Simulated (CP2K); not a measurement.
The C K edge of acrylamide was computed by TDDFT (CP2K XAS_TDP, aug-cc-pVDZ, TDA) at these levels: PBE, PBEh(45%) and PBEh(45%) + GW2X. The first three lines of C1 (bonded to C and 2 H) with a strength over 0.0015, energy in eV and strength:

```csv
run,first,second,third
1,286.49 (0.053),290.65 (0.008),291.35 (0.003)
2,280.31 (0.054),284.47 (0.008),285.17 (0.003)
3,267.67 (0.026),270.43 (0.005),270.50 (0.002)
```

**Question.** Which run is which?

Run 1: PBEh(45%) + GW2X (45 % exact exchange). Run 2: PBEh(45%) (45 % exact exchange). Run 3: PBE (0 % exact exchange). Self-interaction lifts the core level, so the uncorrected lines rise with the share of exact exchange. The GW2X run keeps the spacings of its parent: 4.16 eV between the first two lines in run 1, 4.16 eV in run 2. Its shift is +6.18 eV, since the Kohn–Sham level at this share of exchange lies that far above the quasiparticle level.

[Banner, clock and machine lines of the logs are left out without a mark of their own.]

[Logs are printed without paths, hosts, clocks, repeated set-up lines and the standing remarks that a program may print on its own settings, such as how far it seeks lower states.]

[Hosts, paths, dates, database ids (printed as entryN), source tags and the programs' standing remarks are cut or masked in the printed files.]
